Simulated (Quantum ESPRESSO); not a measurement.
# λ and ρ(T) of W (Im-3m) from pw.x, ph.x and EPW

Wanted: λ, Tc and ρ(T) of W (Im-3m) from Quantum ESPRESSO and EPW.

Calculated with Quantum ESPRESSO 7.5; DFT LDA, scalar-relativistic, plane waves, PseudoDojo 0.4.1 norm-conserving pseudopotentials.

Report form: the programs' logs are mostly left out.

**1. Set-up**

Symmetry: Im-3m, No. 229, cubic system. The conventional cell has a = 3.165 Å, b = 3.165 Å, c = 3.165 Å, α = 90.00°, β = 90.00°, γ = 90.00°. Nearest to W lie 8 W at 2.74 Å.

**2. Relaxation**

The cell is relaxed under the functional used for all that follows.

The input, relax.in:

```
&CONTROL
  calculation   = 'vc-relax'
  prefix        = 'x'
  outdir        = './tmp'
  pseudo_dir    = './pseudo'
  tprnfor       = .true.
  tstress       = .true.
  etot_conv_thr = 1.0d-05
  forc_conv_thr = 4.0d-04
/
&SYSTEM
  ibrav       = 0
  nat         = 1
  ntyp        = 1
  ecutwfc     = 70.0
  occupations = 'smearing'
  smearing    = 'mv'
  degauss     = 0.02
/
&ELECTRONS
  conv_thr = 1.0d-11
/
&IONS
/
&CELL
  press_conv_thr = 0.4
/
ATOMIC_SPECIES
 W     183.8400  W.upf
CELL_PARAMETERS angstrom
    -1.582345000    1.582345000    1.582345000
     1.582345000   -1.582345000    1.582345000
     1.582345000    1.582345000   -1.582345000
ATOMIC_POSITIONS crystal
 W      0.000000000   0.000000000   0.000000000
K_POINTS automatic
 12 12 12 0 0 0
```

Launch:

```sh
OMP_NUM_THREADS=1 mpirun -n 16 pw.x -nk 16 -in relax.in > relax.out
```

Run time: 5.1 s. Hardware: 16 MPI ranks of Arm Neoverse V2, shared host; 77 s of CPU time.

This step gave:

| Quantity | Value |
| --- | --- |
| free energy | -2066.0202 eV |
| pressure | 0.001 GPa |
| volume per atom | 15.35 Å³/atom |

The volume ends at 15.35 Å³ an atom, -3.2 % from the start.

**3. Ground state**

Linear response needs a tightly converged ground state.

The input, scf.in:

```
&CONTROL
  calculation = 'scf'
  prefix      = 'x'
  outdir      = './tmp'
  pseudo_dir  = './pseudo'
  tprnfor     = .true.
  tstress     = .true.
/
&SYSTEM
  ibrav       = 0
  nat         = 1
  ntyp        = 1
  ecutwfc     = 70.0
  occupations = 'smearing'
  smearing    = 'mv'
  degauss     = 0.02
/
&ELECTRONS
  conv_thr = 1.0d-12
/
ATOMIC_SPECIES
 W     183.8400  W.upf
CELL_PARAMETERS angstrom
    -1.565488100    1.565488100    1.565488100
     1.565488100   -1.565488100    1.565488100
     1.565488100    1.565488100   -1.565488100
ATOMIC_POSITIONS crystal
 W      0.000000000   0.000000000   0.000000000
K_POINTS automatic
 12 12 12 0 0 0
```

Launch:

```sh
OMP_NUM_THREADS=1 mpirun -n 16 pw.x -nk 16 -in scf.in > scf.out
```

Elapsed: 1.8 s, on 16 MPI ranks; 26 s of CPU time.

This step gave:

- Fermi energy: 22.99 eV

The Fermi level lies at 22.99 eV and the pressure is 0.001 GPa.

**4. Phonons on the coarse mesh**

ph.x gives the dynamical matrices and the changes of the potential on a coarse q mesh, which EPW interpolates.

The input, ph.in:

```
phonons
&INPUTPH
  prefix       = 'x'
  outdir       = './tmp'
  tr2_ph       = 1.0d-14
  fildyn       = 'x.dyn'
  fildvscf     = 'dvscf'
  ldisp        = .true.
  nq1          = 6
  nq2          = 6
  nq3          = 6
  alpha_mix(1) = 0.5
  amass(1)     = 183.84
/
```

Launch:

```sh
OMP_NUM_THREADS=1 mpirun -n 16 ph.x -nk 16 -in ph.in > ph.out
```

The job ended after 13 min (16 MPI ranks; 3.4 h of CPU time).

Numbers from this step:

```yaml
lowest_frequency_off_the_zone_centre: 67.47 cm⁻¹
largest_magnitude_of_the_acoustic_modes_at_the_zone_centre_before_the_sum_rule: 2.204 cm⁻¹
```

Frequencies at the irreducible wavevectors:

| q1 | q2 | q3 | star | mode 1 (cm⁻¹) | mode 2 (cm⁻¹) | mode 3 (cm⁻¹) |
| --- | --- | --- | --- | --- | --- | --- |
| 0 | 0 | 0 | 1 | 2.2 | 2.2 | 2.2 |
| 0 | 0 | 0.1667 | 12 | 67.5 | 71.7 | 121.3 |
| 0 | 0 | 0.3333 | 12 | 126.3 | 127.5 | 193 |
| 0 | 0 | 0.5 | 6 | 128 | 153.2 | 227.7 |
| 0 | 0.1667 | 0.1667 | 24 | 115.3 | 122 | 175.6 |
| 0 | 0.1667 | 0.3333 | 48 | 153.4 | 163.3 | 206.4 |
| 0 | 0.3333 | 0.3333 | 8 | 168.7 | 195.1 | 195.1 |
| 0.1667 | 0.1667 | 0.1667 | 8 | 157.3 | 157.3 | 195.9 |
| 0.1667 | 0.1667 | 0.3333 | 12 | 166.1 | 182.2 | 199.8 |
| 0.1667 | 0.1667 | -0.1667 | 6 | 94 | 94 | 164.4 |
| 0.1667 | 0.3333 | -0.3333 | 24 | 136.7 | 138.8 | 203.6 |
| 0.1667 | 0.5 | 0.5 | 12 | 147.3 | 177.6 | 218.1 |
| 0.1667 | 0.5 | -0.3333 | 24 | 165.1 | 176.6 | 209.4 |
| 0.3333 | 0.3333 | -0.3333 | 6 | 151.4 | 151.4 | 216.1 |
| 0.3333 | 0.5 | 0.5 | 12 | 164.4 | 191.2 | 193.9 |
| 0.5 | 0.5 | 0.5 | 1 | 182.8 | 182.8 | 182.8 |

The lowest mode off the zone centre lies at 67.5 cm⁻¹ and the highest of all solved modes at 228 cm⁻¹, so the solved wavevectors are stable. The acoustic modes at the centre lie within 2.2 cm⁻¹ of zero before the sum rule is imposed.

**5. Bands for the check**

Bands on a path serve later as the test of the Wannier interpolation; inside the frozen window, points that lie on the coarse mesh match by construction, and those between them test it.

The input, bands.in:

```
&CONTROL
  calculation = 'bands'
  prefix      = 'x'
  outdir      = './tmp'
  pseudo_dir  = './pseudo'
  verbosity   = 'high'
/
&SYSTEM
  ibrav       = 0
  nat         = 1
  ntyp        = 1
  ecutwfc     = 70.0
  occupations = 'smearing'
  smearing    = 'mv'
  degauss     = 0.02
  nbnd        = 30
/
&ELECTRONS
  conv_thr = 1.0d-10
/
ATOMIC_SPECIES
 W     183.8400  W.upf
CELL_PARAMETERS angstrom
    -1.565488100    1.565488100    1.565488100
     1.565488100   -1.565488100    1.565488100
     1.565488100    1.565488100   -1.565488100
ATOMIC_POSITIONS crystal
 W      0.000000000   0.000000000   0.000000000
K_POINTS crystal
73
 0.00000000 0.00000000 0.00000000 0.01369863
 0.02777778 -0.02777778 0.02777778 0.01369863
 0.05555556 -0.05555556 0.05555556 0.01369863
 0.08333333 -0.08333333 0.08333333 0.01369863
[the list of k-points goes on]
```

Launch:

```sh
OMP_NUM_THREADS=1 mpirun -n 16 pw.x -nk 16 -in bands.in > bands.out
```

Run time: 2.9 s. Hardware: 16 MPI ranks.

**6. States on the coarse mesh**

Wannier functions need the states on a full uniform k mesh, and the couplings need it to be a multiple of the q mesh.

The input, nscf.in:

```
&CONTROL
  calculation = 'nscf'
  prefix      = 'x'
  outdir      = './tmp'
  pseudo_dir  = './pseudo'
  verbosity   = 'high'
/
&SYSTEM
  ibrav       = 0
  nat         = 1
  ntyp        = 1
  ecutwfc     = 70.0
  occupations = 'smearing'
  smearing    = 'mv'
  degauss     = 0.02
  nbnd        = 30
/
&ELECTRONS
  conv_thr = 1.0d-11
/
ATOMIC_SPECIES
 W     183.8400  W.upf
CELL_PARAMETERS angstrom
    -1.565488100    1.565488100    1.565488100
     1.565488100   -1.565488100    1.565488100
     1.565488100    1.565488100   -1.565488100
ATOMIC_POSITIONS crystal
 W      0.000000000   0.000000000   0.000000000
K_POINTS crystal
1728
 0.00000000 0.00000000 0.00000000 0.00057870
 0.00000000 0.00000000 0.08333333 0.00057870
 0.00000000 0.00000000 0.16666667 0.00057870
 0.00000000 0.00000000 0.25000000 0.00057870
[the list of k-points goes on]
```

Launch:

```sh
OMP_NUM_THREADS=1 mpirun -n 16 pw.x -nk 16 -in nscf.in > nscf.out
```

Run time: 53 s. Hardware: 16 MPI ranks; 14 min of CPU time.

**7. Wannier functions and couplings**

Projections W s, p, d start 9 Wannier functions; states up to 2.5 eV over the Fermi level are frozen, and the projected functions are kept without the localisation step. Hamiltonian, force constants and couplings go to real space.

The input, epw1.in:

```
--
&INPUTEPW
  prefix        = 'x'
  outdir        = './tmp'
  dvscf_dir     = './save'
  elph          = .true.
  etf_mem       = 1
  nbndsub       = 9
  bands_skipped = 'exclude_bands = 1-4'
  use_ws        = .true.
  vme           = 'wannier'
  asr_typ       = 'crystal'
  nk1           = 12
  nk2           = 12
  nk3           = 12
  nq1           = 6
  nq2           = 6
  nq3           = 6
  amass(1)      = 183.84
  epwwrite      = .true.
  epwread       = .false.
  wannierize    = .true.
  num_iter      = 0
  dis_win_max   = 62.99
  dis_froz_max  = 25.492
  proj(1)       = 'W:s;p;d'
  wdata(1)      = 'dis_num_iter = 600'
  wdata(2)      = 'guiding_centres = .true.'
  wdata(3)      = 'num_print_cycles = 50'
  wdata(4)      = 'dis_mix_ratio = 0.7'
  band_plot     = .true.
  filkf         = 'path.dat'
  filqf         = 'path.dat'
  fsthick       = 100.0
  efermi_read   = .true.
  fermi_energy  = 22.9923
/
```

Launch:

```sh
OMP_NUM_THREADS=1 mpirun -n 16 epw.x -nk 16 -in epw1.in > epw1.out
```

The job ended after 24 min (16 MPI ranks; 6.5 h of CPU time).

This step gave:

| Quantity | Value |
| --- | --- |
| r.m.s. error of the interpolated bands from 2 eV under to 1 eV over the Fermi level | 4.4 meV |
| largest error in that range | 22.2 meV |
| lowest interpolated frequency on the path | 0 cm⁻¹ |

The electronic bands at the labelled points (eV, zero at the Fermi level; # counts the bands kept):

| point | #1 | #2 | #3 | #4 | #5 | #6 | #7 |
| --- | --- | --- | --- | --- | --- | --- | --- |
| Γ | -9.76 | -1.29 | -1.29 | -1.29 | 2.28 | 2.28 | 14.69 |
| halfway | -5.21 | -2.97 | -0.53 | -0.53 | 1.41 | 3.62 | 14.77 |
| H | -6.08 | -6.08 | 5.41 | 5.41 | 5.41 | 8.59 | 8.59 |
| halfway | -5.01 | -3.79 | -0.70 | 0.14 | 5.91 | 7.62 | 10.59 |
| N | -6.46 | -3.71 | 0.94 | 2.20 | 3.21 | 6.46 | 11.56 |
| halfway | -7.28 | -2.65 | -1.89 | 1.61 | 1.65 | 2.49 | 15.01 |
| Γ | -9.76 | -1.29 | -1.29 | -1.29 | 2.28 | 2.28 | 14.69 |
| 0.47 of the way | -6.45 | -2.90 | -2.90 | 2.27 | 2.27 | 3.36 | 16.65 |
| P | -2.98 | -2.98 | -2.98 | 3.39 | 3.39 | 6.87 | 12.70 |
| 0.47 of the way | -3.79 | -3.34 | -3.34 | 2.91 | 2.91 | 9.05 | 11.87 |
| H | -6.08 | -6.08 | 5.41 | 5.41 | 5.41 | 8.59 | 8.59 |

The same for Wannier interpolation:

| point | #1 | #2 | #3 | #4 | #5 | #6 | #7 |
| --- | --- | --- | --- | --- | --- | --- | --- |
| Γ | -9.76 | -1.29 | -1.29 | -1.29 | 2.28 | 2.28 | 30.05 |
| H | -6.08 | -6.08 | 5.41 | 5.41 | 5.41 | 9.27 | 9.27 |
| N | -6.46 | -3.71 | 0.94 | 2.20 | 3.29 | 6.46 | 11.56 |
| Γ | -9.76 | -1.29 | -1.29 | -1.29 | 2.28 | 2.28 | 30.05 |
| P | -2.98 | -2.98 | -2.98 | 3.39 | 3.39 | 6.87 | 12.96 |
| H | -6.08 | -6.08 | 5.41 | 5.41 | 5.41 | 9.27 | 9.27 |

Phonon branches along the path, in cm⁻¹:

| point | branch 1 | branch 2 | branch 3 |
| --- | --- | --- | --- |
| Γ | 0 | 0 | 0 |
| halfway | 131 | 131 | 198 |
| H | 183 | 183 | 183 |
| halfway | 155 | 190 | 207 |
| N | 128 | 153 | 228 |
| halfway | 102 | 104 | 162 |
| Γ | 0 | 0 | 0 |
| 0.47 of the way | 120 | 120 | 172 |
| P | 185 | 185 | 185 |
| 0.47 of the way | 176 | 196 | 196 |
| H | 183 | 183 | 183 |

Near the Fermi level the interpolated bands miss those of pw.x by 4 meV r.m.s. and 22 meV at most, each level matched to the nearest interpolated one; the r.m.s. value is under the 60 meV set for going on.

**8. Coupling and Tc: fine k 20×20×20, q 10×10×10, width 0.15 eV, window 0.61 eV**

The couplings are interpolated to a fine mesh near the Fermi level; their sum gives α²F and λ, and the linearised gap equation gives Tc.

The input, a2f-1.in:

```
--
&INPUTEPW
  prefix           = 'x'
  outdir           = './tmp'
  dvscf_dir        = './save'
  elph             = .true.
  etf_mem          = 1
  nbndsub          = 9
  bands_skipped    = 'exclude_bands = 1-4'
  use_ws           = .true.
  vme              = 'wannier'
  asr_typ          = 'crystal'
  nk1              = 12
  nk2              = 12
  nk3              = 12
  nq1              = 6
  nq2              = 6
  nq3              = 6
  amass(1)         = 183.84
  epwwrite         = .false.
  epwread          = .true.
  wannierize       = .false.
  nkf1             = 20
  nkf2             = 20
  nkf3             = 20
  nqf1             = 10
  nqf2             = 10
  nqf3             = 10
  mp_mesh_k        = .true.
  ephwrite         = .true.
  eliashberg       = .true.
  liso             = .true.
  limag            = .true.
  tc_linear        = .true.
  tc_linear_solver = 'lapack'
  fsthick          = 0.61
  degaussw         = 0.15
  degaussq         = 0.5
  nqstep           = 500
  muc              = 0.13
  wscut            = 0.3
  nsiter           = 500
  nstemp           = 7
  temps            = 0.5 1.0 2.0 4.0 8.0 16.0 32.0
/
```

Launch:

```sh
OMP_NUM_THREADS=1 mpirun -n 16 epw.x -nk 16 -in a2f-1.in > a2f-1.out
```

Elapsed: 5.8 min, on 16 MPI ranks; 1.6 h of CPU time.

Numbers from this step:

| Property | Result |
| --- | --- |
| coupling constant λ | 0.3361 |
| log mean phonon energy ħω_log | 19.73 meV |
| density of states at the Fermi level | 0.1570 states/eV a spin and cell |
| Fermi level on the fine mesh | 23.08 eV |

Table of a2F by phonon energy; read off at these points:

| phonon energy (meV) | a2F |
| --- | --- |
| 0.1 | 0 |
| 0.8 | 0 |
| 1.8 | 0 |
| 2.5 | 0 |
| 3.3 | 0 |
| 4.3 | 9.0e-4 |
| 5.0 | 0.0023 |
| 5.8 | 0.0017 |
| 6.8 | 0.0046 |
| 7.5 | 3.0e-4 |
| 8.5 | 0.0123 |
| 9.3 | 0.0133 |
| 10.0 | 0.0102 |
| 11.0 | 0.0311 |
| 11.7 | 0.0054 |
| 12.5 | 0.01 |
| 13.5 | 0.0705 |
| 14.2 | 0.0552 |
| 15.0 | 0.113 |
| 15.2 | 0.114 |
| 16.0 | 0.0828 |
| 16.7 | 0.218 |
| 17.5 | 0.216 |
| 18.4 | 0.247 |
| 19.2 | 0.348 |
| 19.9 | 0.414 |
| 20.2 | 0.418 |
| 20.9 | 0.233 |
| 21.4 | 0.342 |
| 21.7 | 0.332 |
| 22.4 | 0.231 |
| 23.4 | 0.238 |
| 24.2 | 0.227 |
| 24.9 | 0.385 |
| 25.2 | 0.310 |
| 25.9 | 0.305 |
| 26.4 | 0.408 |
| 26.6 | 0.324 |
| 27.6 | 0.0281 |
| 28.4 | 0.0168 |
| 29.1 | 4.0e-4 |
| 30.1 | 0 |
| 30.9 | 0 |

Tc lies where the eigenvalue is 1; mu* = 0.13. Eigenvalue against temperature:

| T (K) | largest eigenvalue of the linearised gap equation |
| --- | --- |
| 0.5 | 0.9114 |
| 1 | 0.7714 |
| 2 | 0.6323 |
| 4 | 0.495 |
| 8 | 0.3592 |
| 16 | 0.2284 |
| 32 | 0.1071 |

λ = 0.336 and ħω_log = 19.7 meV. The eigenvalue stays under 1 down to 0.5 K.

**9. Resistivity: fine k 24×24×24, q 12×12×12, adaptive width, window 0.32 eV**

The Boltzmann equation is solved by iteration on a fine mesh; only states within the window around the Fermi level enter.

The input, bte-1.in:

```
--
&INPUTEPW
  prefix        = 'x'
  outdir        = './tmp'
  dvscf_dir     = './save'
  elph          = .true.
  etf_mem       = 1
  nbndsub       = 9
  bands_skipped = 'exclude_bands = 1-4'
  use_ws        = .true.
  vme           = 'wannier'
  asr_typ       = 'crystal'
  nk1           = 12
  nk2           = 12
  nk3           = 12
  nq1           = 6
  nq2           = 6
  nq3           = 6
  amass(1)      = 183.84
  epwwrite      = .false.
  epwread       = .true.
  wannierize    = .false.
  nkf1          = 24
  nkf2          = 24
  nkf3          = 24
  nqf1          = 12
  nqf2          = 12
  nqf3          = 12
  mp_mesh_k     = .true.
  scattering    = .true.
  iterative_bte = .true.
  epmatkqread   = .false.
  assume_metal  = .true.
  int_mob       = .false.
  carrier       = .false.
  ngaussw       = -99
  mob_maxiter   = 200
  broyden_beta  = 0.7
  fsthick       = 0.32
  degaussw      = 0.0
  nstemp        = 6
  temps         = 150 200 273 300 400 500
  restart       = .false.
  selecqread    = .false.
/
```

Launch:

```sh
OMP_NUM_THREADS=1 mpirun -n 16 epw.x -nk 16 -in bte-1.in > bte-1.out
```

Elapsed: 8.7 min, on 16 MPI ranks.

Numbers from this step:

```yaml
iterations: 23
resistivity_at_300_k: 10.27 μΩ cm
```

Resistivity, by row:

| T (K) | rho_xx (μΩ cm) | rho_yy | rho_zz | relaxation-time approximation, mean of the axes (μΩ cm) |
| --- | --- | --- | --- | --- |
| 150 | 8.185 | 8.185 | 8.185 | 8.841 |
| 200 | 8.973 | 8.973 | 8.973 | 9.634 |
| 273 | 9.945 | 9.945 | 9.945 | 10.62 |
| 300 | 10.27 | 10.27 | 10.27 | 10.95 |
| 400 | 11.55 | 11.55 | 11.55 | 12.26 |
| 500 | 13.02 | 13.02 | 13.02 | 13.76 |

ρ(300 K) = 10.3 μΩ cm; the relaxation-time start gave 10.9. One mesh does not show convergence. The largest adaptive width printed is 0.82 eV, against a window of 0.32 eV outside which no state is counted.

**10. Coupling and Tc, input with a fault, fine q mesh 10×10×10, fine mesh 10×10×10**

Another input is tried.

The input, bad.in:

```
--
&INPUTEPW
  prefix           = 'x'
  outdir           = './tmp'
  dvscf_dir        = './save'
  elph             = .true.
  etf_mem          = 1
  nbndsub          = 9
  bands_skipped    = 'exclude_bands = 1-4'
  use_ws           = .true.
  vme              = 'wannier'
  asr_typ          = 'crystal'
  nk1              = 12
  nk2              = 12
  nk3              = 12
  nq1              = 6
  nq2              = 6
  nq3              = 6
  amass(1)         = 183.84
  epwwrite         = .false.
  epwread          = .true.
  wannierize       = .false.
  nkf1             = 10
  nkf2             = 10
  nkf3             = 10
  nqf1             = 10
  nqf2             = 10
  nqf3             = 10
  mp_mesh_k        = .true.
  ephwrite         = .true.
  eliashberg       = .true.
  liso             = .true.
  limag            = .true.
  tc_linear        = .true.
  tc_linear_solver = 'lapack'
  fsthick          = 0.4
  degaussw         = 0.01
  degaussq         = 0.5
  nqstep           = 500
  muc              = 0.13
  wscut            = 0.3
  nsiter           = 500
  nstemp           = 7
  temps            = 0.5 1.0 2.0 4.0 8.0 16.0 32.0
/
```

Launch:

```sh
OMP_NUM_THREADS=1 mpirun -n 16 epw.x -nk 16 -in bad.in > bad.out
```

The job ended after 4.2 min (16 MPI ranks).

Numbers from this step:

```yaml
coupling_constant_lambda: 1.718
log_mean_phonon_energy_omega_log: 17.61 meV
density_of_states_at_the_fermi_level: 1.665 states/eV a spin and cell
fermi_level_on_the_fine_mesh: 23.21 eV
```

This input has a delta width far below the mesh spacing, and its λ = 1.72 is no result.

**11. Summary of results**

```json
{"Wannier functions, band error": "9 functions; 4 meV r.m.s.", "coupling constant λ, fine k 20×20×20, q 10×10×10, width 0.15 eV, window 0.61 eV": "0.336", "ħω_log": "19.7 meV", "Tc at μ* = 0.13, Allen–Dynes": "0.082 K", "resistivity at 300 K, 24×24×24": "10.3 μΩ cm, unsound"}
```

Step 7: No branch goes imaginary on this path. Step 8: The coupling constant from the curve is λ = 0.34; modes below 20.2 meV give half. Step 8: The most distinct maxima of the a2F lie at 20.2, 21.4, 24.9 and 26.4 meV, the highest at 20.2 meV. On the finest meshes run, W (Im-3m) has λ = 0.34 and an unconverged phonon-limited resistivity of 10.3 μΩ cm at 300 K. The resistivity rests on one fine mesh, a coarse one, and its convergence is untested: it is no result for this metal. On the finest mesh the adaptive width still reaches 0.82 eV against a window of 0.32 eV; the window, which cuts off final states, was not widened. The relaxed volume lies -3.2 % from the database entry, which shifts the phonons and with them λ and ρ. λ rests on one fine mesh and one width. Between 150 and 500 K the resistivity rises by a factor of 1.59, against 3.33 for a straight line through the origin; phonon scattering should fall faster than that line on cooling, so the temperature dependence is not converged. Measured: resistivity: 5.44 μΩ cm at 300 K (at 300 K; handbook value for the pure polycrystalline metal; quoted in “CRC Handbook of Chemistry and Physics, 84th edition, Electrical Resistivity of Pure Metals”, 2003, CRC Press, section 12, read from Wikipedia's data page); the unsound value above is not graded against it. Measured: resistivity: 10.3 μΩ cm at 500 K (at 500 K; handbook value for the pure polycrystalline metal; quoted in “CRC Handbook of Chemistry and Physics, 84th edition, Electrical Resistivity of Pure Metals”, 2003, CRC Press, section 12, read from Wikipedia's data page); the unsound value above is not graded against it. Measured: transition temperature: 0.015 K (bulk, normal pressure; compiled value; quoted in “List of superconductors”, 2026, Wikipedia's table of superconducting elements, as read in December); Allen and Dynes's formula gives 0.082 K at μ* = 0.13, a miss by a large factor whose cause these runs do not show; μ* is typed and spin fluctuations are left out. Spin–orbit coupling is left out, though W is heavy. The q mesh of ph.x (6×6×6), the k mesh and smearing of the ground state (12×12×12) and EPW's coarse k mesh (12×12×12) were not varied. Only scattering by harmonic phonons counts; impurities, grain boundaries and thermal expansion are left out, and μ* is typed.

[The logs of pw.x and epw.x are selected lines.]

[Logs are printed without paths, hosts, clocks, repeated set-up lines and the standing remarks that a program may print on its own settings, such as how far it seeks lower states.]

[Hosts, paths, dates, database ids (printed as entryN), source tags and the programs' standing remarks are cut or masked in the printed files.]
